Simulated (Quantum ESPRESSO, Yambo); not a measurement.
# Quasiparticle gap of SnTe (Fm-3m) in Yambo, part 3 of 3

Wanted: ground state, empty states, screening and self-energy for SnTe (Fm-3m).

Quantum ESPRESSO 7.5 and Yambo 5.3.0; PBE and many-body steps on it, plane waves. Known limits of the many-body steps: not at the basis limit; coarse k mesh.

So far. Step 3 (Bands along the symmetry lines): The gap is 0.264 eV, as in the run before at this level. Step 4 (Empty states on the mesh, 4×4×4 mesh, 258 bands): On this mesh the gap is 0.264 eV.

The database entry behind the starting cell differs from later determinations by our own check (about 0.3 % short), so it need not match the best structure at ambient conditions.

## 6. Screening and self-energy, 4×4×4 mesh, 258 bands, screening to 156.5 eV

G0W0 replaces the xc potential by the self-energy, built once from these orbitals. Only a window of levels is corrected, while the sums run over the empty bands that the input names.

This step: G0W0 on PBE with spin-orbit coupling, plane waves, norm-conserving pseudopotentials.

gw4.in reads:

```
HF_and_locXC
gw0
dyson
ppa
em1d
rim_cut
RandQpts= 1000000
RandGvec= 1 RL
EXXRLvcs= 88 Ry
VXCRLvcs= 352 Ry
Chimod= "HARTREE"
% BndsRnXp
 1 | 258 |
%
NGsBlkXp= 11.5 Ry
% LongDrXp
 1 | 1 | 1 |
%
% GbndRnge
 1 | 258 |
%
DysSolver= "n"
ExtendOut
PPAPntXp= 27.21138 eV
% QPkrange
 3 | 3 | 43 | 50 |
 1 | 1 | 43 | 50 |
%
```

On the command line:

```console
> OMP_NUM_THREADS=2 mpirun -n 2 yambo -F gw4.in -J gw4 -C gw4 > gw4.log
```

Log:

```text
 Yambo, version 5.3.0

 [02] CORE Variables Setup
 =========================

  [... cell, symmetries and grids as in the set-up ...]

  [02.05] Energies & Occupations
  ==============================

  [X] === General ===
  [X] Electronic Temperature                        :  0.000000  0.000000 [eV K]
  [X] Bosonic    Temperature                        :  0.000000  0.000000 [eV K]
  [X] Finite Temperature mode                       : no
  [X] El. density                                   :  0.73527E+24 [cm-3]
  [X] Fermi Level                                   :  11.36445 [eV]

  [X] === Gaps and Widths ===
  [X] Conduction Band Min                           :  0.263850 [eV]
  [X] Valence Band Max                              :  0.000000 [eV]
  [X] Filled Bands                                  :   46
  [X] Empty Bands                                   :   47  258
  [X] Direct Gap                                    :  0.263850 [eV]
  [X] Direct Gap localized at k                     :  3
  [X] Indirect Gap                                  :  0.263850 [eV]
  [X] Indirect Gap between kpts                     :  3  3
  [X] Last valence band width                       :  3.416809 [eV]
  [X] 1st conduction band width                     :  2.640393 [eV]

 [03] Transferred momenta grid and indexing
 ==========================================

 IBZ Q-points                                      :   8
 BZ  Q-points                                      :   64

 K/Q-points units:
 rlu = crystal or reduced units; cc = cartesian coordinates; iku = interal k-units

 Q [1]          [rlu]:  0.000000  0.000000  0.000000
 Q [2]          [rlu]:  0.78548E-18  0.78548E-18  0.25000
 Q [3]          [rlu]: -0.15710E-17 -0.15710E-17 -0.50000
 Q [4]          [rlu]:  0.24960E-17  0.25000      0.25000
 Q [5]          [rlu]:  0.87758E-16  0.25000      0.50000
 Q [6]          [rlu]: -0.15710E-17  0.25000     -0.25000
 Q [7]          [rlu]: -0.49919E-17 -0.50000     -0.50000
 Q [8]          [rlu]:  0.250000 -0.500000 -0.250000

 [04] Coloumb potential Random Integration (RIM)
 ===============================================

  [04.01] RIM initialization
  ==========================

  * Diagonal components only detected *

  8 x (sBL volume)        :  0.073441 [a.u.]
  sBZ random points       :  1000000
  Points outside the sBZ  :   7987327
  RL volume               :  0.587530 [a.u.]
  Integrated volume       :  0.588462 [a.u.]

  [04.02] RIM integrals
  =====================

  Gamma point sphere radius             :  0.075962 [a.u.]
  Points outside the sphere             :   799513
  [Int_sBZ(q=0) 1/q^2]*(Vol_sBZ)^(-1/3) =:  7.764325
                                 should be <:  7.795600

  Summary of Coulomb integrals for non-metallic bands |Q|[au] RIM/Bare

  Q [1] 0.100000E-4 0.995988 * Q [2] 0.228467 1.065884
  Q [4] 0.263811 1.064776 * Q [6] 0.373085 1.027759
  Q [5] 0.437481 1.020378 * Q [3] 0.456934 1.018308
  Q [7] 0.527622 1.014848 * Q [8] 0.589900 1.011804

 [05] Dipoles
 ============

  [05.01] Setup: observables and procedures
  =========================================

  [WARNING] [x,Vnl] slows the Dipoles computation. To neglect it rename the ns.kb_pp file

 [06] Dynamic Dielectric Matrix (PPA)
 ====================================

 [WR./gw4//ndb.pp]---------------------------------------------------------------
  Brillouin Zone Q/K grids (IBZ/BZ)                :    8   64    8   64
  RL vectors                                       :   7119 [WF]
  Coulomb cutoff potential                         : none
  Electronic Temperature                           :  0.000000 [K]
  Bosonic    Temperature                           :  0.000000 [K]
  PPA    diel. fun.  energies                      : Perdew, Burke & Ernzerhof(X)+Perdew, Burke & Ernzerhof(C)
  wavefunctions                                    : Perdew, Burke & Ernzerhof(X)+Perdew, Burke & Ernzerhof(C)
  Global Gauge                                     : length
  X matrix size                                    :   331
  X band range                                     :    1  258
  X e/h energy range                               : -1.000000 -1.000000 [eV]
  X Time ordering                                  : R
  X Hxc Kernel                                     : HARTREE
  X Drude frequency                                :  0.000000  0.000000
  X poles                                          :  100.0000 [o/o]
  RL vectors in the sum                            :   7119
  [r,Vnl] included                                 : yes
  Field direction                                  :  0.577350E-5  0.577350E-5  0.577350E-5
  BZ energy Double Grid                            : no
  BZ energy DbGd points                            : 0
  BZ Q point size factor                           : -1.000000
  X Optical Averaged directions                    : none

 [07] Local Exchange-Correlation + Non-Local Fock
 ================================================

 [VXC] Plane waves :   47183
 [EXS] Plane waves :   5985

 QP @ state[ 1 ] K range:  1  1
 QP @ state[ 1 ] b range:   43   50
 QP @ state[ 2 ] K range:  3  3
 QP @ state[ 2 ] b range:   43   50

 [xc] Functional : Perdew, Burke & Ernzerhof(X)+Perdew, Burke & Ernzerhof(C)
 [xc] LIBXC used to calculate xc functional
  PP Number of Atomic Species                      :  2
  NLCC RL compoments                               :   47183
  PP Number of Atomic Species                      :  2
  NLCC RL compoments                               :   47183

 [xc] E_xc :  -38.21424 [Ha]
      E_xc :  -76.42849 [Ry]

  Local XC kind (lXC) : Perdew, Burke & Ernzerhof(X)+Perdew, Burke & Ernzerhof(C)
  Non-Local XC kind (nlXC) : Hartree-Fock

  Corrections @ K [1] :  [eV]
 <43|nlXC|43> = -14.06535  0.78012E-17 <43|lXC|43> = -12.36859  0.10948E-09
 <44|nlXC|44> = -14.06539 -0.86306E-17 <44|lXC|44> = -12.36859  0.12295E-10
 <45|nlXC|45> = -14.06536  0.10987E-17 <45|lXC|45> = -12.36859 -0.17500E-09
 <46|nlXC|46> = -14.06528  0.11248E-16 <46|lXC|46> = -12.36859  0.32506E-10
 <47|nlXC|47> = -7.569186  0.24364E-17 <47|lXC|47> = -11.99329  0.91536E-09
 <48|nlXC|48> = -7.569185  0.12146E-17 <48|lXC|48> = -11.99329  0.10474E-09
 <49|nlXC|49> = -6.946400 -0.12790E-17 <49|lXC|49> = -11.72281  0.13932E-09
 <50|nlXC|50> = -6.946646 -0.15437E-17 <50|lXC|50> = -11.72281  0.28000E-10

  Corrections @ K [3] :  [eV]
 <43|nlXC|43> = -14.06364 -0.36298E-17 <43|lXC|43> = -12.54378 -0.22675E-09
 <44|nlXC|44> = -14.06364 -0.15790E-16 <44|lXC|44> = -12.54378  0.34056E-09
 <45|nlXC|45> = -10.15467  0.79704E-18 <45|lXC|45> = -10.88554  0.167493E-8
 <46|nlXC|46> = -10.15467 -0.29181E-17 <46|lXC|46> = -10.88554 -0.121606E-8
 <47|nlXC|47> = -10.72949 -0.88067E-18 <47|lXC|47> = -13.00658  0.77380E-10
 <48|nlXC|48> = -10.72949  0.58166E-17 <48|lXC|48> = -13.00658 -0.62010E-09
 <49|nlXC|49> = -7.687324  0.15011E-18 <49|lXC|49> = -10.77761  0.265146E-8
 <50|nlXC|50> = -7.687326 -0.33353E-17 <50|lXC|50> = -10.77762 -0.137081E-8

 [08] Dyson equation: Newton solver
 ==================================

  [08.01] G0W0 (W PPA)
  ====================

  [  GW  ] Bands range     :    1  258
  [GW/PPA] G damping       :  0.100000 [eV]

  QP @ state[ 1 ] K range:  1  1
  QP @ state[ 1 ] b range:   43   50
  QP @ state[ 2 ] K range:  3  3
  QP @ state[ 2 ] b range:   43   50

   Sc/G bands                                       :    1  258
   Sc/G damping                                     :  0.100000 ev
   Sc bands terminator                              : no
   Sx RL components                                 :   5985

   QP @ state[ 1 ] K range                          :  1  1
   QP @ state[ 1 ] b range                          :   43   50
   QP @ state[ 2 ] K range                          :  3  3
   QP @ state[ 2 ] b range                          :   43   50
   GF energies kind                                 : Perdew, Burke & Ernzerhof(X)+Perdew, Burke & Ernzerhof(C)
   GF WF`s kind                                     : Perdew, Burke & Ernzerhof(X)+Perdew, Burke & Ernzerhof(C)
   Xs energies kind                                 : Perdew, Burke & Ernzerhof(X)+Perdew, Burke & Ernzerhof(C)
   Xs WF`s kind                                     : Perdew, Burke & Ernzerhof(X)+Perdew, Burke & Ernzerhof(C)

 [11] Game Over & Game summary
```

Elapsed: 22 min, on 2 MPI ranks of Arm Neoverse V1, shared host; peak memory 2.7 GiB; 74 min of CPU time.

Numbers from this step:

```
G0W0 gap on the points computed              : 0.3413 eV
starting gap on the mesh                     : 0.2638 eV
k of the valence top                         : 0, 0, -0.5
k of the conduction bottom                   : 0, 0, -0.5
least direct G0W0 gap on the computed points : 0.3413 eV
Z at the valence top                         : 0.7911
Z at the conduction bottom                   : 0.7872
```

The gap on the mesh goes from 0.26 eV to 0.34 eV, a correction of +0.08 eV.

Limits: finite bands, cutoff and mesh; coarse k mesh. v1 is the top filled band, c1 the lowest empty one. Levels before and after the correction, in eV, zero at the valence-band top of each column:

|  | conduction bottom | valence top |
| --- | --- | --- |
| Kohn-Sham | 0.26 | 0.00 |
| G0W0 | 0.34 | 0.00 |

|  | level | energy (eV) |
| --- | --- | --- |
| Kohn-Sham | (0 0 -0.5) v4-v3 | -1.439 |
| Kohn-Sham | (0 0 -0.5) v2-v1 | 0.000 |
| Kohn-Sham | (0 0 -0.5) c1-c2 | 0.264 |
| Kohn-Sham | (0 0 -0.5) c3-c4 | 0.426 |
| G0W0 | (0 0 -0.5) v4-v3 | -1.610 |
| G0W0 | (0 0 -0.5) v2-v1 | 0.000 |
| G0W0 | (0 0 -0.5) c1-c2 | 0.341 |
| G0W0 | (0 0 -0.5) c3-c4 | 0.396 |

## 7. Where the time went

Times are wall times on the hardware named with each run, good to a factor of about two.

| step | time | share | memory (GiB) |
| --- | --- | --- | --- |
| ground state | 67 s | 4 % | 0.79 |
| bands along the symmetry lines | 44 s | 3 % | 0.53 |
| empty states on the mesh | 84 s | 6 % | 1.3 |
| conversion and set-up | 4 s | 0 % | 0.26 |
| screening and self-energy | 22 min | 87 % | 2.7 |

## 8. Outcome

```yaml
pbe_gap: 0.26 eV, direct
g0w0_gap_on_the_mesh: 0.34 eV
gw_settings: 4×4×4 mesh, 258 bands, screening to 156.5 eV, Godby-Needs plasmon pole
known_limits: not at the basis limit; coarse k mesh
```

**Reading.** G0W0 moves the gap on the mesh from 0.26 eV to 0.34 eV (+0.08 eV), with Z of 0.79 and 0.79 at the edges. Only 2 of the mesh's irreducible points were corrected, so a valley elsewhere could overtake. The dearest step here is «screening and self-energy». Bands and cutoff are finite, so the gap is not at the basis limit. The miss can reach some tenths of an eV and take either sign; the mesh is an error of its own. In the G0W0 run levels were corrected at 2 k points alone, so a gap called «on the mesh» is the least over those, and an edge elsewhere would be missed. The 4×4×4 mesh is coarse for this cell, which bears on the long-range parts of exchange and screening.

[Paths, hosts, dates, memory and timing lines, banners, echoed tables and standing remarks are left out of the program output.]

[Logs are printed without paths, hosts, clocks, repeated set-up lines and the standing remarks that a program may print on its own settings, such as how far it seeks lower states.]

[Runs of the session that timed out or met a known fault of the program may be left out.]

[Hosts, paths, dates, database ids (printed as entryN), source tags and the programs' standing remarks are cut or masked in the printed files.]
